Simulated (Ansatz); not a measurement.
# Ta2O5 (Pmmn): band gap by G0W0 on LDA, part 3 of 3

Wanted: the gap of Ta2O5 (Pmmn) with a many-body correction, and the time that it takes.

Ansatz 0.2.0; LDA, then G0W0 on it, plane waves, PAW. Known limits of the many-body steps: finite bands, screening cutoff and k mesh; no spin-orbit coupling in G0W0.

So far. Step 2 (Bands along the symmetry lines): Over mesh and path the gap is 2.219 eV, from k = (0.500, 0.500, 0.500) to k = Γ. The least direct gap found is 2.820 eV, at k = Γ. Step 3 (One-shot GW): Over 13 of 18 irreducible mesh points the G0W0 gap is 3.849 eV, from k = (-0.500, -0.500, -0.500) to k = Γ. The LDA gap of this run on the mesh is 2.213 eV. The two states that bound the G0W0 gap lie that far apart at the start, so the correction of the gap is 3.849 − 2.213 = +1.636 eV.

## (4) Spin-orbit coupling

This run has two-component orbitals with spin-orbit coupling.

This step: DFT, LDA with spin-orbit coupling, plane waves, PAW.

Input file input.yaml:

```yaml
crystal:
  lattice:
    - [3.84085413, 0.0, 0.0]
    - [0.0, 13.0373230544, 0.0]
    - [0.0, 0.0, 3.8741645114]
  atoms:
    - { symbol: Ta, position: [0.0, 0.14579693, 0.02271197] }
    - { symbol: Ta, position: [0.5, 0.35420307, 0.97728803] }
    - { symbol: Ta, position: [0.5, 0.64579693, 0.97728803] }
    - { symbol: Ta, position: [0.0, 0.85420307, 0.02271197] }
    - { symbol: O, position: [0.5, 0.18522554, 0.00205837] }
    - { symbol: O, position: [0.0, 0.31477446, 0.99794163] }
    - { symbol: O, position: [0.0, 0.68522554, 0.99794163] }
    - { symbol: O, position: [0.5, 0.81477446, 0.00205837] }
    - { symbol: O, position: [0.0, 0.85107074, 0.50764741] }
    - { symbol: O, position: [0.5, 0.64892926, 0.49235259] }
    - { symbol: O, position: [0.5, 0.35107074, 0.49235259] }
    - { symbol: O, position: [0.5, 0.5, 0.99500122] }
    - { symbol: O, position: [0.0, 0.0, 0.00499878] }
    - { symbol: O, position: [0.0, 0.14892926, 0.50764741] }
kpoints:
  mp_grid: { grid: [6, 2, 6] }
  band_path:
    path:
      - [0.0, 0.0, 0.0]
      - [0.5, 0.0, 0.0]
      - [0.5, 0.5, 0.0]
      - [0.0, 0.5, 0.0]
      - [0.0, 0.0, 0.5]
      - [0.5, 0.0, 0.5]
      - [0.5, 0.5, 0.5]
      - [0.0, 0.5, 0.5]
    npoints: 1
hamiltonian:
  xc: lda
scf:
  occupations: { method: fixed }
  n_extra_bands: 16
magnetization:
  noncollinear: true
  spin_orbit: true
output:
  eigenvalues: true
```

On the command line:

```
$ ansatz run input.yaml --threads 4 --pin off --max-ram 138240MiB --backend cuda --events-out ev --progress --plain --runs-dir out --devices 1 --max-vram 26GiB
```

Numbers of over 12 decimals in the logs are rounded to 6 here.

Output:

```text
[...]
GPUs: using 1 of 1 available (devices: 1).
[...]
non-collinear run that drives no moment, with spin-orbit: no starting moment large enough to seed its density (crystal.atoms[].spin), no starting occupations that ask for one, no magnetisation constraint and no magnetic field, so the semilocal B_xc is pinned to zero
[...]
GPU FFT provider: cuFFT
GPU libraries: cuBLAS 13.8.2, cuFFT 12.4.0, cuSOLVER 12.3.4
Crystal: 14 atoms, lattice volume = 193.997 Å³
Basis set: ecut = 420 eV, 3823 PW (Γ)
Bands: 128, of which v1, the nominal top of the filled ones, is band 112 counted from 1 (111 counted from 0)
Symmetry: 8 space group operations + 8 with time reversal
[...]
k-points: 32 of 72
Projection manifold: j_resolved (fully-relativistic pseudo-atomic orbitals)
[...]
GPU buffer pool allocated for 65610 grid points (all kernels)
[...]
SCF iter   1: F=—  HF=-44386.348961 eV  |F-HF|=—  |Δ(HF+E_count)|=         —  Δρ=6.30e-2  dr2=6.78e0  dr2_m=0.00e0 (ungated)  ethr=3.10e-3  |M|=0.00e0 ∫|m|=0.00e0 μB  |m|>n=0.0e0 m-floor=0.0e0 τ_xc=0.0e0  β_m=0.30  ⟨swp⟩=4.6  Hψ=8982  notcnv=0  defer=372
[...]
spin=Noncollinear: Resta preconditioning applied to the charge; magnetization (m_x, m_y, m_z) channels mix plain (no charge-response kernel on spin).
SCF iter   2: F=—  HF=-44385.226025 eV  |F-HF|=—  |Δ(HF+E_count)|=    1.12e0  Δρ=4.09e-2  dr2=2.61e0  dr2_m=0.00e0 (ungated)  ethr=3.10e-3  |M|=0.00e0 ∫|m|=0.00e0 μB  |m|>n=0.0e0 m-floor=0.0e0 τ_xc=0.0e0  β_m=0.48  ⟨swp⟩=2.1  Hψ=3337  notcnv=0  defer=376
[...]
SCF iter  11: F=-44384.419242 eV  HF=-44384.419242 eV  |F-HF|=3.29e-8  |Δ(HF+E_count)|=   2.02e-7  Δρ=5.63e-6  dr2=6.04e-8  dr2_m=0.00e0 (ungated)  ethr=8.93e-11  |M|=0.00e0 ∫|m|=0.00e0 μB  |m|>n=0.0e0 m-floor=0.0e0 τ_xc=0.0e0  ⟨swp⟩=11.0  Hψ=8394  notcnv=0
SCF 1 converged in 11 iterations: F = -44384.419242 eV  dr2 = 6.04e-8
[...]
SCF converged after 11 iterations
Magnetization: |M| = 0.0000 μB,  M = (+0.0000, +0.0000, +0.0000) μB
Absolute magnetization: 0.0000 μB (∫|m|)
  site 0: m = (+0.0000, +0.0000, +0.0000) μB, |m| = 0.0000 μB  (R = 0.78 Å)
  site 1: m = (+0.0000, +0.0000, +0.0000) μB, |m| = 0.0000 μB  (R = 0.78 Å)
  site 2: m = (+0.0000, +0.0000, +0.0000) μB, |m| = 0.0000 μB  (R = 0.78 Å)
  site 3: m = (+0.0000, +0.0000, +0.0000) μB, |m| = 0.0000 μB  (R = 0.78 Å)
  site 4: m = (+0.0000, +0.0000, +0.0000) μB, |m| = 0.0000 μB  (R = 0.82 Å)
  site 5: m = (+0.0000, +0.0000, +0.0000) μB, |m| = 0.0000 μB  (R = 0.82 Å)
  site 6: m = (+0.0000, +0.0000, +0.0000) μB, |m| = 0.0000 μB  (R = 0.82 Å)
  site 7: m = (+0.0000, +0.0000, +0.0000) μB, |m| = 0.0000 μB  (R = 0.82 Å)
  site 8: m = (+0.0000, +0.0000, +0.0000) μB, |m| = 0.0000 μB  (R = 0.78 Å)
  site 9: m = (+0.0000, +0.0000, +0.0000) μB, |m| = 0.0000 μB  (R = 0.78 Å)
  site 10: m = (+0.0000, +0.0000, +0.0000) μB, |m| = 0.0000 μB  (R = 0.78 Å)
  site 11: m = (+0.0000, +0.0000, +0.0000) μB, |m| = 0.0000 μB  (R = 0.78 Å)
  site 12: m = (+0.0000, +0.0000, +0.0000) μB, |m| = 0.0000 μB  (R = 0.78 Å)
  site 13: m = (+0.0000, +0.0000, +0.0000) μB, |m| = 0.0000 μB  (R = 0.78 Å)
Free energy (F): -44384.419242 eV
[...]
Internal energy: -44384.419242 eV  (E = F + TS)
E sigma→0 (E₀):  -44384.419242 eV
Fermi energy:    6.654818 eV
[...]
--- Band table (eV; the first three rows and the last of 32) ---
  k-point 0: bands = [... 108 lower, 5.9773, 5.9773, 6.0754, 6.0754, 8.8592, 8.8592, 8.8796, 8.8796, ... 12 higher]
  k-point 1: bands = [... 108 lower, 5.6956, 5.6956, 6.0012, 6.0012, 9.6961, 9.6961, 9.7546, 9.7546, ... 12 higher]
  k-point 2: bands = [... 108 lower, 6.2213, 6.2213, 6.2963, 6.2963, 10.5802, 10.5802, 10.7347, 10.7347, ... 12 higher]
  k-point 31: bands = [... 108 lower, 6.6548, 6.6548, 6.6548, 6.6548, 9.8171, 9.8171, 9.8171, 9.8171, ... 12 higher]
```

The job ended after 15 s (1 × NVIDIA H100 80GB HBM3 (shared by 3 runs) with 4 threads of AMD EPYC 7R13 (Zen 3), shared host; peak memory 1.1 GiB).

Numbers from this step:

```yaml
gap: 2.204 eV
valence_top_at: R
conduction_bottom_at: Γ
least_direct_gap: 2.784 eV
```

Over mesh and listed points the gap is 2.204 eV, from k = (0.500, 0.500, 0.500) to k = Γ. The least direct gap found is 2.784 eV, at k = Γ. LDA+SOC against LDA: 2.204 − 2.219 = −0.015 eV, with the same mesh, set of files (read in its fully relativistic form for the spin-orbit run) and cutoff, and both edges at the same k points. The spin-orbit run sees mesh and listed points alone, so its gap is an upper bound: the coupling can move an edge off these points, and the change over the zone, its sign included where it is small, is not known.

## (5) Side by side

Each gap is the least one over the points named; times are wall times on shared hosts, not benchmarks. A G0W0 time includes the run's own self-consistent start. Runs with listed points see these and the mesh alone, so an edge that moves elsewhere is missed. Rows marked * are further runs, not shown as steps, whose inputs differ from the G0W0 step on the same start in the columns given; solver thresholds can differ too. Symmetry makes (0.500, 0.500, 0.500) and (-0.500, -0.500, -0.500) one point.

| level | mesh | files, cutoff | bands summed, screening | points | gap (eV) | valence top | conduction bottom | least direct gap (eV) | time |
| --- | --- | --- | --- | --- | --- | --- | --- | --- | --- |
| LDA | 6×2×6 | soft_2 PAW, 420 eV | - | mesh and path | 2.219 | (0.500, 0.500, 0.500) | Γ | 2.820 | 8.3 s |
| LDA+SOC | 6×2×6 | soft_2 PAW, 420 eV | - | mesh and listed points | 2.204 | (0.500, 0.500, 0.500) | Γ | 2.784 | 15 s |
| G0W0@LDA* | 4×2×4 | hard PAW, 930 eV | 524, 100 eV | 13 of 18 irreducible mesh points | 3.614 | (-0.500, -0.500, -0.500) | Γ | 4.259 | 68 s |
| G0W0@LDA* | 4×2×4 | hard PAW, 930 eV | 975, 160 eV | 13 of 18 irreducible mesh points | 3.691 | (-0.500, -0.500, -0.500) | Γ | 4.359 | 2.2 min |
| G0W0@LDA* | 4×2×4 | hard PAW, 930 eV | 1721, 240 eV | 13 of 18 irreducible mesh points | 3.787 | (-0.500, -0.500, -0.500) | Γ | 4.461 | 7.4 min |
| G0W0@LDA | 4×2×4 | hard PAW, 930 eV | 2724, 330 eV | 13 of 18 irreducible mesh points | 3.849 | (-0.500, -0.500, -0.500) | Γ | 4.510 | 14 min |
| G0W0@LDA* | 6×2×6 | hard PAW, 930 eV | 524, 100 eV | 24 of 32 irreducible mesh points | 3.632 | (-0.500, -0.500, -0.500) | Γ | 4.272 | 6 min |

## (6) Outcome

- LDA gap over mesh and path: 2.219 eV, from k = (0.500, 0.500, 0.500) to k = Γ
- G0W0@LDA gap over 13 of 18 irreducible mesh points: 3.849 eV, from k = (-0.500, -0.500, -0.500) to k = Γ
- LDA+SOC gap over mesh and listed points: 2.204 eV
- GW settings: 4×2×4 mesh, 2640 empty bands, screening to 330 eV, hard PAW files
- known limits: finite bands, screening cutoff and k mesh; no spin-orbit coupling in G0W0

What this shows: Over 13 of 18 irreducible mesh points the G0W0 gap is 3.849 eV, from k = (-0.500, -0.500, -0.500) to k = Γ. The LDA gap of this run on the mesh is 2.213 eV. The two states that bound the G0W0 gap lie that far apart at the start, so the correction of the gap is 3.849 − 2.213 = +1.636 eV. The valence state moves by 7.378 − 8.181 = −0.803 eV and the conduction state by 11.226 − 10.394 = +0.832 eV, on the run's own scale; with 524 bands the edge states move by −0.212 and +1.189 eV, so the split between the edges depends on the bands and cutoff. Both edges that LDA shows over mesh and path lie at k points where levels were corrected. Levels at other points were not corrected, so a lower G0W0 gap elsewhere in the zone is not ruled out. From 524 bands and 100 eV to 2724 bands and 330 eV the gap moves by 3.849 − 3.614 = +0.235 eV (rung by rung 3.614, 3.691, 3.787, 3.849 eV); bands and screening cutoff rise together, so their parts are not told apart. A line in one over the bands through the two highest rungs gives 3.849 + (3.849 − 3.787) × 1721 / (2724 − 1721) = 3.955 eV, and through the pair below 3.787 + (3.787 − 3.691) × 975 / (1721 − 975) = 3.912 eV. The two differ by 0.043 eV, not under the 0.030 eV asked, so the law does not hold well over these rungs and the limit is not known. With the 6×2×6 mesh in place of the 4×2×4 mesh and all else as in the G0W0@LDA row with 524 bands, the gap differs by 3.632 − 3.614 = +0.018 eV, and that of the start by 2.226 − 2.213 = +0.013 eV. LDA+SOC against LDA: 2.204 − 2.219 = −0.015 eV, with the same mesh, set of files (read in its fully relativistic form for the spin-orbit run) and cutoff, and both edges at the same k points. The spin-orbit run sees mesh and listed points alone, so its gap is an upper bound: the coupling can move an edge off these points, and the change over the zone, its sign included where it is small, is not known. What spin-orbit coupling does to the G0W0 levels was not computed, so no sum with the G0W0 gap is formed. The G0W0 runs are scalar-relativistic. G0W0 is shown with one set of atomic data (hard PAW), so the error from the files is not known here.

[Paths, hosts, dates, memory and timing lines, banners, echoed tables and standing remarks are left out of the program output.]

[Logs are printed without paths, hosts, clocks, repeated set-up lines and the standing remarks that a program may print on its own settings, such as how far it seeks lower states.]

[Runs of the session that timed out or met a known fault of the program may be left out.]

[Cells called generated may have been cut or substituted from an entry of the Crystallography Open Database or the Materials Project.]

[Hosts, paths, dates, database ids (printed as entryN), source tags and the programs' standing remarks are cut or masked in the printed files.]

[Where an RPA ε∞ is given, it is that of the G0W0 mesh and is not shown converged in it. Names of k-points follow the symmetry that the program found, which can be lower than the space group named. Band edges on a path are those of the sampled points; other points can move an edge, and change direct to indirect where valleys lie close.]

[Hybrid gaps are those of their k-mesh and are not shown converged in it.]
